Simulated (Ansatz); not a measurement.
# Na3WO4Cl (P4/nmm): the gap up the ladder of methods, part 2 of 3

What gap does each level of theory give for Na3WO4Cl (P4/nmm), and in what time?

Ansatz 0.2.0; density functionals, hybrids and G0W0, plane waves, PAW. Known limits of the many-body steps: finite bands, screening cutoff and k mesh; no spin-orbit coupling in G0W0; screening cutoff under 40 eV in some runs.

So far. Step 4 (PBE on the 4×4×4 mesh): Over mesh and path the gap is 4.665 eV, from k = (0.500, 0.500, 0.500) to k = Γ. The least direct gap found is 4.685 eV, at k = Γ. PBE against PBEsol: 4.665 − 4.563 = +0.102 eV, with the same mesh, files and cutoff, and both edges at the same k points. Step 5 (PBE+SOC on the 4×4×4 mesh): Over mesh and listed points the gap is 4.659 eV, from k = (0.000, 0.000, 0.500) to k = Γ. The least direct gap found is 4.684 eV, at k = Γ. PBE+SOC against PBE: 4.659 − 4.665 = −0.006 eV.

In doubt: masses and optical values from hybrid runs of this build are listed as unsure (step 11), which bears on the screening that GW takes from such a start.

## Step 6: r2SCAN on the 4×4×4 mesh

r2SCAN is a meta-GGA: it depends on the kinetic-energy density as well as on the density and its gradient.

This step: DFT, r2SCAN, plane waves, PAW; PAW set soft_1.

input.yaml reads:

```yaml
crystal:
  lattice:
    - [7.5181, 0.0, 0.0]
    - [0.0, 7.5181, 0.0]
    - [0.0, 0.0, 5.36]
  atoms:
    - { symbol: Na, position: [0.5, 0.0, 0.3583961323] }
    - { symbol: Na, position: [0.0, 0.5, 0.6416038677] }
    - { symbol: Na, position: [0.75, 0.25, 0.0] }
    - { symbol: Na, position: [0.25, 0.25, 0.0] }
    - { symbol: Na, position: [0.25, 0.75, 0.0] }
    - { symbol: Na, position: [0.75, 0.75, 0.0] }
    - { symbol: W, position: [0.0, 0.0, 0.5] }
    - { symbol: W, position: [0.5, 0.5, 0.5] }
    - { symbol: Cl, position: [0.5, 0.0, 0.842004016] }
    - { symbol: Cl, position: [0.0, 0.5, 0.157995984] }
    - { symbol: O, position: [0.8093847799, 0.0, 0.2988767308] }
    - { symbol: O, position: [0.5, 0.3093847799, 0.2988767308] }
    - { symbol: O, position: [0.1906152201, 0.0, 0.2988767308] }
    - { symbol: O, position: [0.5, 0.6906152201, 0.2988767308] }
    - { symbol: O, position: [0.3093847799, 0.5, 0.7011232692] }
    - { symbol: O, position: [0.0, 0.1906152201, 0.7011232692] }
    - { symbol: O, position: [0.6906152201, 0.5, 0.7011232692] }
    - { symbol: O, position: [0.0, 0.8093847799, 0.7011232692] }
kpoints:
  mp_grid: { grid: [4, 4, 4] }
  band_path:
    path:
      - [0.0, 0.0, 0.0]
      - [0.0, 0.5, 0.0]
      - [0.5, 0.5, 0.0]
      - [0.0, 0.0, 0.5]
      - [0.0, 0.5, 0.5]
      - [0.5, 0.5, 0.5]
    npoints: 1
hamiltonian:
  xc: r2scan
  pseudopotentials: { kind: paw, azcp: { folder: soft_1 } }
scf:
  occupations: { method: fixed }
  n_extra_bands: 10
output:
  eigenvalues: true
  forces: true
  stress: true
  write_density: true
  write_potential: true
  elf: true
  volumetric_format: npy
```

On the command line:

```sh
> ansatz run input.yaml --threads 2 --pin off --max-ram 92160MiB --backend cuda --events-out ev --progress --plain --runs-dir out --devices 1 --max-vram 13GiB
```

Numbers of over 12 decimals in the logs are rounded to 6 here.

The program printed:

```text
[...]
GPUs: using 1 of 1 available (devices: 1).
[...]
GPU FFT provider: cuFFT
GPU libraries: cuBLAS 13.8.2, cuFFT 12.4.0, cuSOLVER 12.3.4
Crystal: 18 atoms, lattice volume = 302.957 Å³
Basis set: ecut = 500 eV, 7755 PW (Γ), exchange–correlation on 240×240×160 points (64 copies of the dense FFT grid, shifted against one another)
[...]
k-point 0: bands = [... 68 lower, 1.7200, 1.8786, 1.8786, 2.0074, 7.2371, 7.5168, 7.8125, 8.0130, ... 6 higher]
  k-point 1: bands = [... 68 lower, 1.8388, 1.9493, 1.9493, 1.9973, 7.6080, 7.7016, 8.0040, 8.0264, ... 6 higher]
  k-point 2: bands = [... 68 lower, 1.9350, 1.9871, 2.0235, 2.0235, 7.7005, 7.9429, 8.0398, 8.1573, ... 6 higher]
  k-point 17: bands = [... 68 lower, 1.8060, 1.8060, 2.0252, 2.0252, 7.8298, 7.8298, 8.1214, 8.1214, ... 6 higher]
[key lines of the parts left out:]
SCF converged after 10 iterations
Free energy (F): -36464.197080 eV
Fermi energy:    2.025201 eV
P = ⅓ Tr σ = -1.9368 GPa (-19.368 kbar)
```

The job ended after 21 s (1 × NVIDIA H100 80GB HBM3 (shared by 6 runs) with 2 threads of AMD EPYC 7R13 (Zen 3), shared host; peak memory 1.6 GiB).

Numbers from this step:

```
pressure             : -1.937 GPa
gap                  : 5.212 eV
valence top at       : A
conduction bottom at : Γ
least direct gap     : 5.230 eV
```

Over mesh and listed points the gap is 5.212 eV, from k = (0.500, 0.500, 0.500) to k = Γ. The least direct gap found is 5.230 eV, at k = Γ. r2SCAN against PBE: 5.212 − 4.665 = +0.547 eV. The runs also differ in plane-wave cutoff (420 eV and 500 eV), so how much of this comes from the functional alone is not known.

## Step 7: HSE06 on the 2×2×4 mesh

HSE06 mixes in a quarter of exact exchange at short range.

This step: DFT, HSE06, plane waves, PAW; PAW set soft_1.

Edit input.yaml of step 6 so:

```diff
@@ -25,3 +25,3 @@
 kpoints:
-  mp_grid: { grid: [4, 4, 4] }
+  mp_grid: { grid: [2, 2, 4] }
   band_path:
@@ -36,3 +36,3 @@
 hamiltonian:
-  xc: r2scan
+  xc: hse06
   pseudopotentials: { kind: paw, azcp: { folder: soft_1 } }
@@ -43,7 +43 @@
   eigenvalues: true
-  forces: true
-  stress: true
-  write_density: true
-  write_potential: true
-  elf: true
-  volumetric_format: npy
```

The program printed:

```text
[...]
GPUs: using 1 of 1 available (devices: 1).
[...]
davidson cushion auto → on  (no smearing: the cushion is to keep the highest requested band from converging to the state above it; pin scf.eigensolver.cushion to override)
[...]
GPU FFT provider: cuFFT
GPU libraries: cuBLAS 13.8.2, cuFFT 12.4.0, cuSOLVER 12.3.4
Crystal: 18 atoms, lattice volume = 302.957 Å³
Basis set: ecut = 420 eV, 5929 PW (Γ)
[...]
E sigma→0 (E₀):  -36408.608336 eV
Fermi energy:    1.315477 eV
[...]
--- Band table (eV; the first three rows and the last of 9) ---
  k-point 0: bands = [... 68 lower, 0.9801, 1.1637, 1.1637, 1.2996, 7.5048, 7.9086, 8.2156, 8.4246, ... 6 higher]
  k-point 1: bands = [... 68 lower, 1.1420, 1.2294, 1.2294, 1.2883, 8.0160, 8.0322, 8.4343, 8.4422, ... 6 higher]
  k-point 2: bands = [... 68 lower, 1.2624, 1.2769, 1.3084, 1.3084, 8.1264, 8.3614, 8.4983, 8.6091, ... 6 higher]
  k-point 8: bands = [... 68 lower, 1.1094, 1.1094, 1.3031, 1.3031, 8.2642, 8.2642, 8.5685, 8.5685, ... 6 higher]
[key lines of the parts left out:]
Free energy (F): -36408.608336 eV
```

Run time: 56 s. Hardware: 1 × NVIDIA H100 80GB HBM3 (shared by 6 runs) with 2 threads; peak memory 1.6 GiB; 80 s of CPU time.

Numbers from this step:

```
gap                     : 6.189 eV
valence top at          : R
conduction bottom at    : Γ
least direct gap        : 6.205 eV
exact-exchange fraction : 0.25
```

Over mesh and listed points the gap is 6.189 eV, from k = (0.000, 0.500, 0.500) to k = Γ. The least direct gap found is 6.205 eV, at k = Γ. HSE06 against PBE: 6.189 − 4.665 = +1.524 eV. The runs also differ in mesh (4×4×4 and 2×2×4), and the valence top lies at another k point, so how much of this comes from the functional alone is not known.

## Step 8: PBE0 on the 2×2×4 mesh

PBE0 mixes in a quarter of exact exchange at all distances.

This step: DFT, PBE0, plane waves, PAW; PAW set soft_1.

Edit input.yaml of step 7 so:

```diff
@@ -36,3 +36,3 @@
 hamiltonian:
-  xc: hse06
+  xc: pbe0
   pseudopotentials: { kind: paw, azcp: { folder: soft_1 } }
```

The program printed:

```text
[...]
GPUs: using 1 of 1 available (devices: 1).
[...]
GPU FFT provider: cuFFT
GPU libraries: cuBLAS 13.8.2, cuFFT 12.4.0, cuSOLVER 12.3.4
Crystal: 18 atoms, lattice volume = 302.957 Å³
Basis set: ecut = 420 eV, 5929 PW (Γ)
Bands: 82, of which v1, the nominal top of the filled ones, is band 72 counted from 1 (71 counted from 0)
Symmetry: 16 space group operations
[...]
k-points: 9 of 16
[...]
E sigma→0 (E₀):  -36405.642437 eV
Fermi energy:    0.911839 eV
[...]
--- Band table (eV; the first three rows and the last of 9) ---
  k-point 0: bands = [... 68 lower, 0.5720, 0.7583, 0.7583, 0.8961, 7.8540, 8.2894, 8.5917, 8.7982, ... 6 higher]
  k-point 1: bands = [... 68 lower, 0.7369, 0.8243, 0.8243, 0.8846, 8.3932, 8.3986, 8.8082, 8.8174, ... 6 higher]
  k-point 2: bands = [... 68 lower, 0.8594, 0.8731, 0.9040, 0.9040, 8.5109, 8.7450, 8.8867, 8.9974, ... 6 higher]
  k-point 8: bands = [... 68 lower, 0.7050, 0.7050, 0.8986, 0.8986, 8.6491, 8.6491, 8.9561, 8.9561, ... 6 higher]
[key lines of the parts left out:]
Free energy (F): -36405.642437 eV
```

The job ended after 45 s (1 × NVIDIA H100 80GB HBM3 (shared by 6 runs) with 2 threads; peak memory 1.6 GiB; 59 s of CPU time).

Numbers from this step:

```
gap                     : 6.942 eV
valence top at          : R
conduction bottom at    : Γ
least direct gap        : 6.958 eV
exact-exchange fraction : 0.25
```

Over mesh and listed points the gap is 6.942 eV, from k = (0.000, 0.500, 0.500) to k = Γ. The least direct gap found is 6.958 eV, at k = Γ. PBE0 against HSE06: 6.942 − 6.189 = +0.753 eV, with the same mesh, files and cutoff, and both edges at the same k points.

## Step 9: DDH-PBE0 on the 2×2×4 mesh

The input asks for a share of exact exchange of one over the crystal's ε∞, which the program works out first.

This step: DFT, dielectric-dependent PBE0 (fraction 1/eps_inf of PBE), plane waves, PAW; PAW set soft_1.

Edit input.yaml of step 8 so:

```diff
@@ -24,2 +24,3 @@
     - { symbol: O, position: [0.0, 0.8093847799, 0.7011232692] }
+  host: atoms
 kpoints:
@@ -36,3 +37,6 @@
 hamiltonian:
-  xc: pbe0
+  xc:
+    exchange: pbe
+    correlation: pbe
+    exx: { coeff: inverse_dielectric }
   pseudopotentials: { kind: paw, azcp: { folder: soft_1 } }
@@ -43 +47,5 @@
   eigenvalues: true
+  write_density: true
+  write_potential: true
+  elf: true
+  volumetric_format: npy
```

The program printed:

```text
[...]
the fraction of exact exchange is that of a crystal of Na6W2Cl2O8
GPUs: using 1 of 1 available (devices: 1).
[...]
a weight of exact exchange comes from the crystal, and the text's number only plans the run
Solving k-mesh 2×2×2 for the fraction of exact exchange
[...]
Fermi energy:    0.068247 eV
[...]
--- Band table (eV; the first three rows and the last of 9) ---
  k-point 0: bands = [... 68 lower, -0.3039, -0.0978, -0.0978, 0.0393, 8.2433, 8.7175, 9.0158, 9.2315, ... 6 higher]
  k-point 1: bands = [... 68 lower, -0.1060, -0.0331, -0.0331, 0.0274, 8.7979, 8.8302, 9.2297, 9.2565, ... 6 higher]
  k-point 2: bands = [... 68 lower, 0.0343, 0.0343, 0.0486, 0.0486, 8.9466, 9.1829, 9.3394, 9.4491, ... 6 higher]
  k-point 8: bands = [... 68 lower, -0.1379, -0.1379, 0.0327, 0.0327, 9.0894, 9.0894, 9.4056, 9.4056, ... 6 higher]
[key lines of the parts left out:]
Free energy (F): -36405.303877 eV
```

Elapsed: 67 s, on 1 × NVIDIA H100 80GB HBM3 (shared by 6 runs) with 2 threads; peak memory 2 GiB.

Numbers from this step:

```yaml
gap: 8.175 eV
valence_top_at: R
conduction_bottom_at: Γ
least_direct_gap: 8.204 eV
exact_exchange_fraction: 0.3832
```

Over mesh and listed points the gap is 8.175 eV, from k = (0.000, 0.500, 0.500) to k = Γ. The least direct gap found is 8.204 eV, at k = Γ. DDH-PBE0 against PBE0: 8.175 − 6.942 = +1.233 eV, with the same mesh, files and cutoff, and both edges at the same k points.

## Step 10: G0W0@PBE, 2×2×4 mesh, 1019 empty bands, screening to 130 eV, PAW set soft_1 files

G0W0 replaces the xc potential by a self-energy built once from the orbitals of the start. Levels are corrected in the window of bands that the input names, at points of the mesh.

This step: G0W0 on PBE, plane waves, PAW; PAW set soft_1.

Edit input.yaml of step 9 so:

```diff
@@ -24,19 +24,6 @@
     - { symbol: O, position: [0.0, 0.8093847799, 0.7011232692] }
-  host: atoms
 kpoints:
   mp_grid: { grid: [2, 2, 4] }
-  band_path:
-    path:
-      - [0.0, 0.0, 0.0]
-      - [0.0, 0.5, 0.0]
-      - [0.5, 0.5, 0.0]
-      - [0.0, 0.0, 0.5]
-      - [0.0, 0.5, 0.5]
-      - [0.5, 0.5, 0.5]
-    npoints: 1
 hamiltonian:
-  xc:
-    exchange: pbe
-    correlation: pbe
-    exx: { coeff: inverse_dielectric }
+  xc: pbe
   pseudopotentials: { kind: paw, azcp: { folder: soft_1 } }
@@ -44,8 +31,7 @@
   occupations: { method: fixed }
-  n_extra_bands: 10
-output:
-  eigenvalues: true
-  write_density: true
-  write_potential: true
-  elf: true
-  volumetric_format: npy
+gw:
+  n_empty_bands: 1019
+  ecut_chi: 130.0
+  qp_bands: [v4, c4]
+  qp_kpoints: band_edges
+  screening: { model: contour_deformation }
```

The program printed:

```text
GPUs: using 1 of 1 available (devices: 1).
[...]
GPU FFT provider: cuFFT
GPU libraries: cuBLAS 13.8.2, cuFFT 12.4.0, cuSOLVER 12.3.4
Crystal: 18 atoms, lattice volume = 302.957 Å³
Basis set: ecut = 420 eV, 5929 PW (Γ)
Bands: 90, of which v1, the nominal top of the filled ones, is band 72 counted from 1 (71 counted from 0)
Symmetry: 16 space group operations
[...]
k-points: 9 of 16
[...]
0    76      8.0221   -13.2297    -3.6467   -18.3849  0.8178     9.5514     9.5306  root
[...]
8    73      7.8641   -15.9835    -3.7216   -21.4658  0.8006     9.6561     9.6248  root
     8    74      7.8641   -15.9835    -3.7216   -21.4658  0.8006     9.6561     9.6248  root
     8    75      8.1517   -16.5383    -3.6645   -22.0337  0.7969    10.0167     9.9826  root
     8    76      8.1517   -16.5383    -3.6645   -22.0337  0.7969    10.0167     9.9826  root
[key lines of the parts left out:]
SCF converged after 10 iterations
Free energy (F): -36407.006981 eV
Fermi energy:    2.481108 eV
```

Wall time 4.6 min (1 × NVIDIA H100 80GB HBM3 (shared by 6 runs) with 2 threads); peak memory 3.4 GiB; 6.8 min of CPU time.

This step gave:

```
bands summed                                    : 1091
RPA ε∞ on this mesh (eigenvalues)               : 2.467, 2.467, 2.471
plane waves in the screening matrix             : 1001
G0W0 gap over the corrected points              : 6.834 eV
k of the valence top                            : -0.5, -0.5, -0.5
k of the conduction bottom                      : 0, 0, 0
starting gap on the mesh                        : 4.665 eV
Z at the valence top                            : 0.7578
Z at the conduction bottom                      : 0.8481
least direct G0W0 gap over the corrected points : 6.847 eV
```

Over all 9 irreducible mesh points the G0W0 gap is 6.834 eV, from k = (-0.500, -0.500, -0.500) to k = Γ. The PBE gap of this run on the mesh is 4.665 eV. The two states that bound the G0W0 gap lie that far apart at the start, so the correction of the gap is 6.834 − 4.665 = +2.169 eV.

## Step 11: G0W0@HSE06, 2×2×4 mesh, 1019 empty bands, screening to 130 eV, PAW set soft_1 files

This step: G0W0 on HSE06, plane waves, PAW; PAW set soft_1.

Edit input.yaml of step 10 so:

```diff
@@ -27,3 +27,3 @@
 hamiltonian:
-  xc: pbe
+  xc: hse06
   pseudopotentials: { kind: paw, azcp: { folder: soft_1 } }
```

The program printed:

```text
GPUs: using 1 of 1 available (devices: 1).
[...]
GPU FFT provider: cuFFT
GPU libraries: cuBLAS 13.8.2, cuFFT 12.4.0, cuSOLVER 12.3.4
Crystal: 18 atoms, lattice volume = 302.957 Å³
Basis set: ecut = 420 eV, 5929 PW (Γ)
Bands: 90, of which v1, the nominal top of the filled ones, is band 72 counted from 1 (71 counted from 0)
Symmetry: 16 space group operations
[...]
k-points: 9 of 16
[...]
0    75      8.2156   -13.4663    -3.4692   -18.2555  0.8424     9.5469     9.5356  root
     0    76      8.4246   -12.8187    -3.4454   -17.5286  0.8456     9.6993     9.6891  root
[...]
8    73      8.2642   -15.5953    -3.5207   -20.6105  0.8311     9.7742     9.7587  root
     8    74      8.2642   -15.5953    -3.5207   -20.6105  0.8311     9.7742     9.7587  root
     8    75      8.5685   -16.1765    -3.4683   -21.2108  0.8278    10.1517    10.1345  root
     8    76      8.5685   -16.1765    -3.4683   -21.2108  0.8278    10.1517    10.1345  root
[key lines of the parts left out:]
Free energy (F): -36408.608336 eV
Fermi energy:    1.315486 eV
```

Run time: 6.1 min. Hardware: 1 × NVIDIA H100 80GB HBM3 (shared by 6 runs) with 2 threads; peak memory 3.8 GiB; 7.1 min of CPU time.

Numbers from this step:

- bands summed: 1091
- RPA ε∞ on this mesh (eigenvalues): 2.220, 2.220, 2.227
- plane waves in the screening matrix: 1001
- G0W0 gap over the corrected points: 7.527 eV
- k of the valence top: -0.5, -0.5, -0.5
- k of the conduction bottom: 0, 0, 0
- starting gap on the mesh: 6.189 eV
- Z at the valence top: 0.7921
- Z at the conduction bottom: 0.8708
- least direct G0W0 gap over the corrected points: 7.535 eV

Over all 9 irreducible mesh points the G0W0 gap is 7.527 eV, from k = (-0.500, -0.500, -0.500) to k = Γ. The HSE06 gap of this run on the mesh is 6.189 eV. Other states bound it: the two that bound the G0W0 gap lie 6.202 eV apart in HSE06, so state for state the correction is 7.527 − 6.202 = +1.325 eV, while gap against gap it is 7.527 − 6.189 = +1.338 eV. G0W0@HSE06 against G0W0@PBE with 1091 bands: 7.527 − 6.834 = +0.693 eV, with the same mesh, files and cutoffs, and both edges at the same k points.

(Continued in part 3 of 3.)

[Paths, hosts, dates, memory and timing lines, banners, echoed tables and standing remarks are left out of the program output.]

[Logs are printed without paths, hosts, clocks, repeated set-up lines and the standing remarks that a program may print on its own settings, such as how far it seeks lower states.]

[Runs of the session that timed out or met a known fault of the program may be left out.]

[Cells called generated may have been cut or substituted from an entry of the Crystallography Open Database or the Materials Project.]

[Hosts, paths, dates, database ids (printed as entryN), source tags and the programs' standing remarks are cut or masked in the printed files.]

[Where an RPA ε∞ is given, it is that of the G0W0 mesh and is not shown converged in it. Names of k-points follow the symmetry that the program found, which can be lower than the space group named. Band edges on a path are those of the sampled points; other points can move an edge, and change direct to indirect where valleys lie close.]

[Hybrid gaps are those of their k-mesh and are not shown converged in it.]
